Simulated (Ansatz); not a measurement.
# N on Hf(0001): change of the work function, part 3 of 4

Aim: the work function of Hf(0001) at several coverages of N (fcc site), and the dipole that each adsorbate carries.

Ansatz 0.2.0; plane-wave DFT, PBE, Ansatz PAW.

So far, work function, upper face (eV): step 2 (the clean slab) 4.33; step 3 (37 atoms, coverage 0.111 ML, cell 3x3) 4.32.

### Step 4. Adsorbate added, k-mesh 6×6×1, coverage 0.25 ML

System of this step: N/Hf(0001). The cell holds 17 atoms: 16 Hf and 1 N. Cell: a = 6.400 Å, b = 6.400 Å, c = 27.284 Å, α = 90.0°, β = 90.0°, γ = 60.0°. Vacuum lies along c.

Another coverage, to see how the dipoles act on each other as their distance changes.

The input, input.yaml:

```yaml
crystal:
  lattice:
    - [6.4, 0.0, 0.0]
    - [3.2, 5.5425625842, 0.0]
    - [0.0, 0.0, 27.2842316575]
  atoms:
    - { symbol: Hf, position: [0.3333333333, 0.3333333333, 0.3298608556] }
    - { symbol: Hf, position: [0.0, 0.0, 0.4226323887] }
    - { symbol: Hf, position: [0.3333333333, 0.3333333333, 0.5193772081] }
    - { symbol: Hf, position: [0.0, 0.0, 0.6065853916] }
    - { symbol: Hf, position: [0.3333333333, 0.8333333333, 0.3298608556] }
    - { symbol: Hf, position: [0.0, 0.5, 0.4226323887] }
    - { symbol: Hf, position: [0.3333333333, 0.8333333333, 0.5193772081] }
    - { symbol: Hf, position: [0.0, 0.5, 0.6065853916] }
    - { symbol: Hf, position: [0.8333333333, 0.3333333333, 0.3298608556] }
    - { symbol: Hf, position: [0.5, 0.0, 0.4226323887] }
    - { symbol: Hf, position: [0.8333333333, 0.3333333333, 0.5193772081] }
    - { symbol: Hf, position: [0.5, 0.0, 0.6065853916] }
    - { symbol: Hf, position: [0.8333333333, 0.8333333333, 0.3298608556] }
    - { symbol: Hf, position: [0.5, 0.5, 0.4226323887] }
    - { symbol: Hf, position: [0.8333333333, 0.8333333333, 0.5193772081] }
    - { symbol: Hf, position: [0.5, 0.5, 0.6065853916] }
    - { symbol: "N", position: [0.1666666667, 0.1666666667, 0.6701391444] }
kpoints:
  mp_grid: { grid: [6, 6, 1] }
hamiltonian:
  xc: pbe
scf:
  occupations: { method: fermi_dirac, width: 0.1 }
  convergence: { dr2_threshold: 1.0e-08 }
efield:
  axis: 3
  dipole_correction: true
  ramp_position: 0.97
  ramp_width: 0.06
relax:
  f_tol: 0.02
  max_steps: 60
  constraints: [{ sites: [0, 1, 4, 5, 8, 9, 12, 13] }]
output:
  dos: { projected: true, e_range: [-8, 4] }
  write_potential: true
  write_density: true
  volumetric_format: npy
  elf: true
```

Command:

```
$ ansatz run input.yaml --threads 4 --pin off --max-ram 16384MiB --backend cpu --events-out ev --progress --plain --runs-dir out
```

The log of the run:

```text
[...]
Crystal: 17 atoms, lattice volume = 967.837 Å³
Basis set: ecut = 420 eV, 18967 PW (Γ), exchange–correlation on 90×90×384 points (8 copies of the dense FFT grid, shifted against one another)
Bands: 253, of which v1, the nominal top of the filled ones, is band 211 counted from 1 (210 counted from 0)
Symmetry: 6 space group operations
[...]
k-points: 7 of 36 (time reversal used)
[...]
SCF iter   1: F=—  HF=-251918.238186 eV  |F-HF|=—  |Δ(HF+E_count)|=         —  Δρ=6.53e-3  dr2=8.61e0  ethr=1.77e-3  p=-0.258 e·Å  D=-4.82e-2 V/Å  ΔV_dip=1.31 eV  dr2_dipole=6.87e-1  V_vac-E_F(+/−)=5.77/4.46 eV  ⟨swp⟩=5.9  Hψ=5722  notcnv=0  defer=19
[...]
SCF iter  11: F=-251918.004032 eV  HF=-251918.004032 eV  |F-HF|=1.50e-8  |Δ(HF+E_count)|=   1.85e-8  Δρ=4.66e-7  dr2=3.95e-9  ethr=2.38e-12  p=-0.223 e·Å  D=-4.17e-2 V/Å  ΔV_dip=1.14 eV  dr2_dipole=2.21e-12  V_vac-E_F(+/−)=5.51/4.37 eV  ⟨swp⟩=9.4  Hψ=15445  notcnv=0
SCF 1 converged in 11 iterations: F = -251918.004032 eV  dr2 = 3.95e-9
[...]
relax step   1: F+E_penalty+E_count = -251918.00403224 eV  Δ(F+E_penalty+E_count) = +0.000e0 eV  max|allowed force component| = 5.305e0 eV/Å  Δτ_max = 0.0000 Å  (11 SCF iters, accepted)
[...]
SCF iter  10: F=-251919.602335 eV  HF=-251919.602335 eV  |F-HF|=9.72e-9  |Δ(HF+E_count)|=   3.70e-8  Δρ=6.39e-7  dr2=8.06e-9  ethr=2.38e-12  p=-0.140 e·Å  D=-2.61e-2 V/Å  ΔV_dip=0.71 eV  dr2_dipole=2.08e-13  V_vac-E_F(+/−)=5.08/4.37 eV  ⟨swp⟩=17.6  Hψ=16794  notcnv=0
SCF 2 converged in 10 iterations: F = -251919.602335 eV  dr2 = 8.06e-9
[...]
relax step   2: F+E_penalty+E_count = -251919.60233513 eV  Δ(F+E_penalty+E_count) = -1.598e0 eV  max|allowed force component| = 4.896e0 eV/Å  Δτ_max = 0.1950 Å  (10 SCF iters, accepted)
SCF iter   1: F=—  HF=-251920.810677 eV  |F-HF|=—  |Δ(HF+E_count)|=         —  Δρ=5.91e-3  dr2=5.47e-1  ethr=2.13e-3  p=-0.140 e·Å  D=-2.61e-2 V/Å  ΔV_dip=0.71 eV  dr2_dipole=1.08e-3  V_vac-E_F(+/−)=5.08/4.37 eV  ⟨swp⟩=4.0  Hψ=3762  notcnv=0  defer=45
[...]
SCF iter  10: F=-251920.683413 eV  HF=-251920.683413 eV  |F-HF|=1.37e-8  |Δ(HF+E_count)|=   3.32e-8  Δρ=7.63e-7  dr2=8.37e-9  ethr=2.38e-12  p=-0.064 e·Å  D=-1.20e-2 V/Å  ΔV_dip=0.33 eV  dr2_dipole=9.55e-11  V_vac-E_F(+/−)=4.69/4.37 eV  ⟨swp⟩=16.9  Hψ=16511  notcnv=0
SCF 3 converged in 10 iterations: F = -251920.683413 eV  dr2 = 8.37e-9
[...]
relax step   3: F+E_penalty+E_count = -251920.68341333 eV  Δ(F+E_penalty+E_count) = -1.081e0 eV  max|allowed force component| = 3.056e0 eV/Å  Δτ_max = 0.1950 Å  (10 SCF iters, accepted)
[...]
relax step   4: F+E_penalty+E_count = -251921.12725217 eV  Δ(F+E_penalty+E_count) = -4.438e-1 eV  max|allowed force component| = 8.397e-1 eV/Å  Δτ_max = 0.1947 Å  (10 SCF iters, accepted)
[...]
relax step   5: F+E_penalty+E_count = -251921.16908866 eV  Δ(F+E_penalty+E_count) = -4.184e-2 eV  max|allowed force component| = 8.548e-2 eV/Å  Δτ_max = 0.1445 Å  (11 SCF iters, accepted)
[...]
relax step   6: F+E_penalty+E_count = -251921.17123524 eV  Δ(F+E_penalty+E_count) = -2.147e-3 eV  max|allowed force component| = 4.882e-2 eV/Å  Δτ_max = 0.0208 Å  (9 SCF iters, accepted)
SCF iter   1: F=—  HF=-251921.171681 eV  |F-HF|=—  |Δ(HF+E_count)|=         —  Δρ=2.32e-4  dr2=7.74e-4  ethr=1.02e-5  p=-0.007 e·Å  D=-1.37e-3 V/Å  ΔV_dip=0.04 eV  dr2_dipole=2.01e-5  V_vac-E_F(+/−)=4.41/4.37 eV  ⟨swp⟩=2.0  Hψ=3208  notcnv=0  defer=4
[...]
SCF iter   7: F=-251921.171504 eV  HF=-251921.171504 eV  |F-HF|=1.45e-8  |Δ(HF+E_count)|=   7.63e-8  Δρ=6.67e-7  dr2=7.56e-9  ethr=2.38e-12  p=-0.007 e·Å  D=-1.37e-3 V/Å  ΔV_dip=0.04 eV  dr2_dipole=2.54e-10  V_vac-E_F(+/−)=4.41/4.37 eV  ⟨swp⟩=11.9  Hψ=16110  notcnv=0
SCF 7 converged in 7 iterations: F = -251921.171504 eV  dr2 = 7.56e-9
relax step   7: F+E_penalty+E_count = -251921.17150428 eV  Δ(F+E_penalty+E_count) = -2.690e-4 eV  max|allowed force component| = 5.426e-3 eV/Å  Δτ_max = 0.0085 Å  (7 SCF iters, accepted)
[...]
SCF converged after 7 iterations
Free energy (F): -251921.171504 eV
[...]
Internal energy: -251920.445021 eV  (E = F + TS)
E sigma→0 (E₀):  -251920.808263 eV
Entropy (-TS):   -0.726483 eV (-42.734 meV/atom)
Fermi energy:    4.766016 eV
Dipole field:    D = -0.001363 V/Å  (p = -0.007291 e·Å, saw-weighted, corrected)
Work function:   Φ+ = 4.4050 eV   Φ− = 4.3678 eV
[...]
--- Forces (eV/Å), atoms counted from 1 ---
  atom   1  Hf     0.01574027     0.00908765     0.62221713
  atom   2  Hf    -0.06802227    -0.03927268    -0.54347238
  atom   3  Hf     0.00051671     0.00029832     0.00351533
  atom   4  Hf     0.00177112     0.00102256    -0.00105538
  atom   5  Hf     0.00000000    -0.01817529     0.62221713
  atom   6  Hf    -0.00000000     0.07854536    -0.54347238
  atom   7  Hf     0.00000000    -0.00059665     0.00351533
  atom   8  Hf    -0.00000000    -0.00204512    -0.00105538
  atom   9  Hf    -0.01574027     0.00908765     0.62221713
  atom  10  Hf     0.06802227    -0.03927268    -0.54347238
  atom  11  Hf    -0.00051671     0.00029832     0.00351533
  atom  12  Hf    -0.00177112     0.00102256    -0.00105538
  atom  13  Hf     0.00000000     0.00000000     0.61357438
  atom  14  Hf    -0.00000000    -0.00000000    -0.85244805
  atom  15  Hf     0.00000000    -0.00000000    -0.00542603
  atom  16  Hf    -0.00000000     0.00000000     0.00071694
  atom  17  N      0.00000000    -0.00000000    -0.00001695
  max |Σ_I F_I| component: 1.44e-5 eV/Å
--- Band table (eV; the first three rows and the last of 7) ---
  k-point 0: bands = [... 207 lower, 4.9836, 4.9836, 5.0830, 5.2520, 5.4176, 5.4176, 5.5225, 5.9181, ... 38 higher]
  k-point 1: bands = [... 207 lower, 4.9346, 4.9659, 4.9862, 5.1048, 5.2659, 5.2755, 5.4380, 5.6239, ... 38 higher]
  k-point 2: bands = [... 207 lower, 4.6614, 4.7053, 4.7576, 4.7768, 4.9015, 5.0232, 5.0919, 5.1409, ... 38 higher]
  k-point 6: bands = [... 207 lower, 4.1862, 4.3808, 4.3996, 4.5190, 4.5540, 4.5786, 4.7362, 4.7454, ... 38 higher]
--- Relaxed structure (7 steps of the walk, 7 accepted, 0 SCFs on fresh bases) ---
  F+E_penalty+E_count = -251921.17150428 eV   max|allowed force component| = 5.426e-3 eV/Å
  atoms:
    - { symbol: Hf, position: [0.333333, 0.333333, 0.329861] }
    - { symbol: Hf, position: [2.666712e-17, 2.666712e-17, 0.422632] }
    - { symbol: Hf, position: [0.331816, 0.331816, 0.518203] }
    - { symbol: Hf, position: [0.00200097, 0.00200097, 0.611252] }
    - { symbol: Hf, position: [0.333333, 0.833333, 0.329861] }
    - { symbol: Hf, position: [0.0, 0.500000, 0.422632] }
    - { symbol: Hf, position: [0.331816, 0.836367, 0.518203] }
    - { symbol: Hf, position: [0.00200097, 0.495998, 0.611252] }
    - { symbol: Hf, position: [0.833333, 0.333333, 0.329861] }
    - { symbol: Hf, position: [0.5, 2.666712e-17, 0.422632] }
    - { symbol: Hf, position: [0.836367, 0.331816, 0.518203] }
    - { symbol: Hf, position: [0.495998, 0.00200097, 0.611252] }
    - { symbol: Hf, position: [0.833333, 0.833333, 0.329861] }
    - { symbol: Hf, position: [0.500000, 0.500000, 0.422632] }
    - { symbol: Hf, position: [0.833333, 0.833333, 0.518459] }
    - { symbol: Hf, position: [0.500000, 0.500000, 0.604011] }
    - { symbol: N, position: [0.166667, 0.166667, 0.643867] }
```

Run time: 8.8 min. Hardware: 4 threads of Arm Neoverse V1, shared host; peak memory 5.4 GiB; 35 min of CPU time.

Step by step:

```csv
step,energy less that of the first step (eV),largest force component (eV/Å)
1,0.0000,5.3048
2,-1.5983,4.8961
3,-2.6794,3.0557
4,-3.1232,0.8397
5,-3.1651,0.0855
6,-3.1672,0.0488
7,-3.1675,0.0054
```

The run keeps the 6 symmetry operations that the program found, so distortions that break them were not tested.

The atoms that moved most (Å):

| atom | dx | dy | dz | length |
| --- | --- | --- | --- | --- |
| N17 | 0.000 | 0.000 | -0.717 | 0.717 |
| Hf4 | 0.019 | 0.011 | 0.127 | 0.129 |
| Hf12 | -0.019 | 0.011 | 0.127 | 0.129 |
| Hf8 | 0.000 | -0.022 | 0.127 | 0.129 |
| Hf16 | 0.000 | 0.000 | -0.070 | 0.070 |
| Hf7 | 0.000 | 0.017 | -0.032 | 0.036 |
| Hf3 | -0.015 | -0.008 | -0.032 | 0.036 |
| Hf11 | 0.015 | -0.008 | -0.032 | 0.036 |

Final coordinates:

```xyz
17
Lattice="6.4000 0.0000 0.0000 3.2000 5.5426 0.0000 0.0000 0.0000 27.2842" Properties=species:S:1:pos:R:3
Hf    3.2000    1.8475    9.0000
Hf    0.0000    0.0000   11.5312
Hf    3.1854    1.8391   14.1388
Hf    0.0192    0.0111   16.6775
Hf    4.8000    4.6188    9.0000
Hf    1.6000    2.7713   11.5312
Hf    4.8000    4.6356   14.1388
Hf    1.6000    2.7491   16.6775
Hf    6.4000    1.8475    9.0000
Hf    3.2000    0.0000   11.5312
Hf    6.4146    1.8391   14.1388
Hf    3.1808    0.0111   16.6775
Hf    8.0000    4.6188    9.0000
Hf    4.8000    2.7713   11.5312
Hf    8.0000    4.6188   14.1458
Hf    4.8000    2.7713   16.4800
N     1.6000    0.9238   17.5674
```

Numbers from this step:

```yaml
energy_at_zero_smearing: -251920.8083 eV
work_function_upper_face: 4.405 eV
work_function_lower_face: 4.368 eV
dipole_along_the_normal: -0.007291 e·Å
step_between_the_vacuum_levels: 0.03719 eV
```

The density of states has structure finer than the step of the table below, so its rows give means over 0.25 eV. Peaks (eV: height): -0.960: 36.3, -0.870: 43.4, -0.750: 39.0, -0.240: 48.0, 1.110: 41.1, 1.440: 59.0, 1.830: 37.9.

Density of states against energy, zero at the Fermi level; means over each step:

```csv
energy (eV),density of states (states/eV a cell)
-7.00,0
-6.75,0.427
-6.50,1.09
-6.25,1.15
-6.00,1.14
-5.75,1.45
-5.50,3.25
-5.25,2.43
-5.00,3.26
-4.75,2.50
-4.50,5.81
-4.25,5.86
-4.00,10.7
-3.75,7.53
-3.50,10.8
-3.25,9.02
-3.00,13.0
-2.75,9.09
-2.50,11.6
-2.25,13.0
-2.00,11.4
-1.75,15.3
-1.50,14.7
-1.25,14.8
-1.00,22.7
-0.75,19.9
-0.50,15.0
-0.25,22.3
0.00,24.0
0.25,23.5
0.50,23.8
0.75,23.8
1.00,24.5
1.25,17.7
1.50,23.2
1.75,19.6
```

Projected DOS per atom over height of the atomic layer and energy from the Fermi level. Layers: Hf4 Hf4 Hf4 Hf4 N from below.

Ten even steps from '_' (0.00 states/eV) to '@' (2.25 states/eV), each cell a mean:
```
==++++==__
==++**++__
%%**====__
##====**__
%%====++__
++----==__
****##**__
====----..
::--==----
------::..
::----....
::::::::++
..::::::@@
......::@@
__......::
________..
__________
__________
__________
__________
__________
__________
```
Columns: height of the atomic layer (Å) from 9 to 17.6 (not evenly spaced); rows upwards: energy from the Fermi level (eV) from -7.96 to 1.95.

Valence density in the ca plane at fractional y = 0.000, with atoms of Hf within 0.2 Å of it. It is the smooth field of the valence electrons, not physical close to the nuclei.

Ten steps, logarithmic in the rise over the least value, from '0' (0 e/Å³) to '9' (30 e/Å³), each cell a mean:
```
11112589741111111125897410000000000000000000
11111356421111111113564200000000000000000000
21111122110011111001221100000000000000000000
22110111100012221000110000000000000000000000
22110111100012221000110000000000000000000000
11111122210011111011221100000000000000000000
11111366521111111113565200000000000000000000
11112589741111111125897410000000000000000000
11112699841111111126998510000000000000000000
11111478631111111114786310000000000000000000
11111234311011111112443210000000000000000000
21111111110012221101111110000000000000000000
32110111000112321100111211000000000000000000
21111111110012221101111110000000000000000000
11111244311011111112443210000000000000000000
11112478631111111114786310000000000000000000
11112699841111111126998510000000000000000000
```
Columns run along c (16.0 Å, from fractional 0.33 to 0.92 of the cell), rows up along a (6.4 Å). Atoms in or near the plane, at fractional coordinates: Hf at (0.42, 0.00), Hf at (0.61, 0.00), Hf at (0.42, 0.50), Hf at (0.61, 0.50).

ELF in the ca plane at fractional y = 0.000, with atoms of Hf within 0.2 Å of it. It is the smooth field of the valence electrons, not physical close to the nuclei.

Values, 9 rows by 16 columns, each cell a mean:
```
0.47 0.32 0.74 0.39 0.46 0.49 0.32 0.70 0.44 0.08 0.03 0.00 0.00 0.00 0.00 0.00
0.21 0.30 0.24 0.28 0.21 0.21 0.26 0.23 0.27 0.31 0.08 0.01 0.00 0.00 0.00 0.00
0.22 0.33 0.23 0.32 0.20 0.23 0.28 0.23 0.34 0.36 0.09 0.01 0.00 0.00 0.00 0.00
0.37 0.29 0.64 0.33 0.38 0.37 0.29 0.59 0.36 0.10 0.03 0.00 0.00 0.00 0.00 0.00
0.64 0.38 0.82 0.48 0.57 0.69 0.40 0.79 0.54 0.05 0.02 0.00 0.00 0.00 0.00 0.00
0.27 0.26 0.46 0.26 0.27 0.26 0.30 0.43 0.32 0.28 0.06 0.00 0.00 0.00 0.00 0.00
0.23 0.36 0.25 0.36 0.21 0.27 0.27 0.23 0.62 0.54 0.11 0.01 0.00 0.00 0.00 0.00
0.22 0.27 0.33 0.24 0.23 0.22 0.28 0.31 0.35 0.37 0.07 0.00 0.00 0.00 0.00 0.00
0.59 0.36 0.80 0.45 0.53 0.62 0.40 0.78 0.51 0.07 0.02 0.00 0.00 0.00 0.00 0.00
```
Columns run along c (16.0 Å, from fractional 0.33 to 0.92 of the cell), rows up along a (6.4 Å). Atoms in or near the plane, at fractional coordinates: Hf at (0.42, 0.00), Hf at (0.61, 0.00), Hf at (0.42, 0.50), Hf at (0.61, 0.50).

Electrostatic potential energy in the ca plane at fractional y = 0.000, with atoms of Hf within 0.2 Å of it. With pseudopotentials it is smooth inside the atoms' cores, unlike the true potential.

Ten even steps from '0' (-35 eV) to '9' (9 eV), each cell a mean:
```
99986100037999999861000378999999999999999999
88887411268988888874212689999999999999999999
67888766688887678887667889999999999999999999
56789888899875567898888999999999999999999999
56789888899875567898888999999999999999999999
67888765688887678887666889999999999999999999
88887411268988888874112589999999999999999999
99986100037999999861000378999999999999999999
99985001027999999860010278999999999999999999
88986200047898899872000479999999999999999999
78888643578887778886434789999999999999999999
56889877889876567888778899999999999999999999
46789988899875457899888999999999999999999999
56888877889876567888777899999999999999999999
78888643478887788886334789999999999999999999
89986200047898899872000479999999999999999999
99985001027999999860010278999999999999999999
```
Columns run along c (16.0 Å, from fractional 0.33 to 0.92 of the cell; values clipped at the 3rd and 97th percentile), rows up along a (6.4 Å). Atoms in or near the plane, at fractional coordinates: Hf at (0.42, 0.00), Hf at (0.61, 0.00), Hf at (0.42, 0.50), Hf at (0.61, 0.50).

The relaxation took 7 steps and lowered the energy by 3.2 eV; the largest force on the free atoms ends at 0.0054 eV/Å.

By hand: a sheet of dipoles makes a step −p/(ε₀A) in the electron's potential. With e/ε₀ = 180.95 V·Å, p = -0.007291 e·Å and A = 35.47 Å², that is −180.95 × (-0.007291) / 35.47 = +0.037 eV, and the two vacuum levels of the run differ by +0.037 eV.

The covered face has 4.40 eV, +0.07 eV against the clean one; the bare back face has moved by -0.01 eV, a measure of how thin the slab is.

### Step 5. Adsorbate added, k-mesh 6×6×1, coverage 0.5 ML

System of this step: N/Hf(0001). The cell holds 18 atoms: 16 Hf and 2 N. Cell: a = 6.400 Å, b = 6.400 Å, c = 27.284 Å, α = 90.0°, β = 90.0°, γ = 60.0°. Vacuum lies along c.

Another coverage, to see how the dipoles act on each other as their distance changes.

input.yaml, as its differences from that of step 4:

```diff
@@ -23,2 +23,3 @@
     - { symbol: "N", position: [0.1666666667, 0.1666666667, 0.6701391444] }
+    - { symbol: "N", position: [0.6666666667, 0.1666666667, 0.6701391444] }
 kpoints:
```

The log of the run:

```text
[...]
Crystal: 18 atoms, lattice volume = 967.837 Å³
Basis set: ecut = 420 eV, 18967 PW (Γ), exchange–correlation on 90×90×384 points (8 copies of the dense FFT grid, shifted against one another)
Bands: 256, of which v1, the nominal top of the filled ones, is band 213 counted from 1 (212 counted from 0)
Symmetry: 4 space group operations
[...]
- { symbol: Hf, position: [0.833333, 0.8333333333, 0.3298608556] }
    - { symbol: Hf, position: [0.5, 0.500000, 0.4226323887] }
    - { symbol: Hf, position: [0.833163, 0.833674, 0.517299] }
    - { symbol: Hf, position: [0.507711, 0.484578, 0.607105] }
    - { symbol: N, position: [0.162076, 0.175849, 0.645468] }
    - { symbol: N, position: [0.662076, 0.175849, 0.645468] }
[key lines of the parts left out:]
SCF converged after 7 iterations
Free energy (F): -252307.643330 eV
Fermi energy:    4.713718 eV
Dipole field:    D = -0.013422 V/Å  (p = -0.071789 e·Å, saw-weighted, corrected)
Work function:   Φ+ = 4.7301 eV   Φ− = 4.3639 eV
```

The job ended after 20 min (4 threads; peak memory 6.3 GiB; 79 min of CPU time).

The steps of the relaxation:

| step | energy less that of the first step (eV) | largest force component (eV/Å) |
| --- | --- | --- |
| 1 | 0.0000 | 5.1233 |
| 2 | -3.8702 | 5.1089 |
| 3 | -6.3904 | 2.6713 |
| 4 | -7.1267 | 0.5732 |
| 5 | -7.1672 | 0.6291 |
| 6 | -7.1989 | 0.0929 |
| 7 | -7.1997 | 0.0326 |
| 8 | -7.1998 | 0.0015 |

The run keeps the 4 symmetry operations that the program found, so distortions that break them were not tested.

The atoms that moved most (Å):

| atom | dx | dy | dz | length |
| --- | --- | --- | --- | --- |
| N18 | 0.000 | 0.051 | -0.673 | 0.675 |
| N17 | 0.000 | 0.051 | -0.673 | 0.675 |
| Hf4 | 0.000 | -0.010 | 0.326 | 0.326 |
| Hf12 | 0.000 | -0.010 | 0.326 | 0.326 |
| Hf11 | 0.000 | -0.024 | -0.088 | 0.091 |
| Hf3 | 0.000 | -0.024 | -0.088 | 0.091 |
| Hf8 | 0.000 | -0.085 | 0.014 | 0.087 |
| Hf16 | 0.000 | -0.085 | 0.014 | 0.087 |

Final coordinates:

```
Hf N
1.0
     6.40000    0.00000    0.00000
     3.20000    5.54256    0.00000
     0.00000    0.00000   27.28423
Hf N
16 2
Direct
  0.33333 0.33333 0.32986
  0.00000 0.00000 0.42263
  0.33548 0.32905 0.51617
  0.00091 0.99817 0.61853
  0.33333 0.83333 0.32986
  0.00000 0.50000 0.42263
  0.33316 0.83367 0.51730
  0.00771 0.48458 0.60711
  0.83333 0.33333 0.32986
  0.50000 0.00000 0.42263
  0.83548 0.32905 0.51617
  0.50091 0.99817 0.61853
  0.83333 0.83333 0.32986
  0.50000 0.50000 0.42263
  0.83316 0.83367 0.51730
  0.50771 0.48458 0.60711
  0.16208 0.17585 0.64547
  0.66208 0.17585 0.64547
```

The density of states has structure finer than the step of the table below, so its rows give means over 0.5 eV. Peaks (eV: height): -1.05: 33.8, -0.81: 44.7, -0.72: 45.1, -0.60: 52.5, -0.06: 37.0, 1.77: 43.8, 1.92: 35.3.

The density of states by energy, zero at the Fermi level; means over each step:

```
energy (eV)  density of states (states/eV a cell)
       -7.0                                     0
       -6.5                                 0.900
       -6.0                                  1.18
       -5.5                                  2.32
       -5.0                                  3.16
       -4.5                                  7.08
       -4.0                                  9.18
       -3.5                                  13.6
       -3.0                                  12.8
       -2.5                                  11.7
       -2.0                                  11.2
       -1.5                                  16.1
       -1.0                                  16.8
       -0.5                                  23.1
        0.0                                  21.8
        0.5                                  20.3
        1.0                                  22.8
        1.5                                  17.5
```

The relaxation took 8 steps and lowered the energy by 7.2 eV; the largest force on the free atoms ends at 0.0015 eV/Å.

The covered face has 4.73 eV, +0.40 eV against the clean one; the bare back face has moved by -0.02 eV, a measure of how thin the slab is.

(Part 3 of 4 ends here.)

[Long decimals in the printed logs are rounded to 6 places.]

[Logs are printed without paths, hosts, clocks, repeated set-up lines and the standing remarks that a program may print on its own settings, such as how far it seeks lower states.]

[Hosts, paths, dates, database ids (printed as entryN), source tags and the programs' standing remarks are cut or masked in the printed files.]

[Maps of the electrostatic potential energy from Ansatz leave out the sawtooth potential of an applied field or a dipole correction, so their vacuum need not be flat; planar profiles and work functions include it.]

[The density of states shown here was stored with 400 of the rows of the run's finer table, so its peaks can read low, often by over a quarter, or be missed, and its means over a window can be off by a tenth or more.]
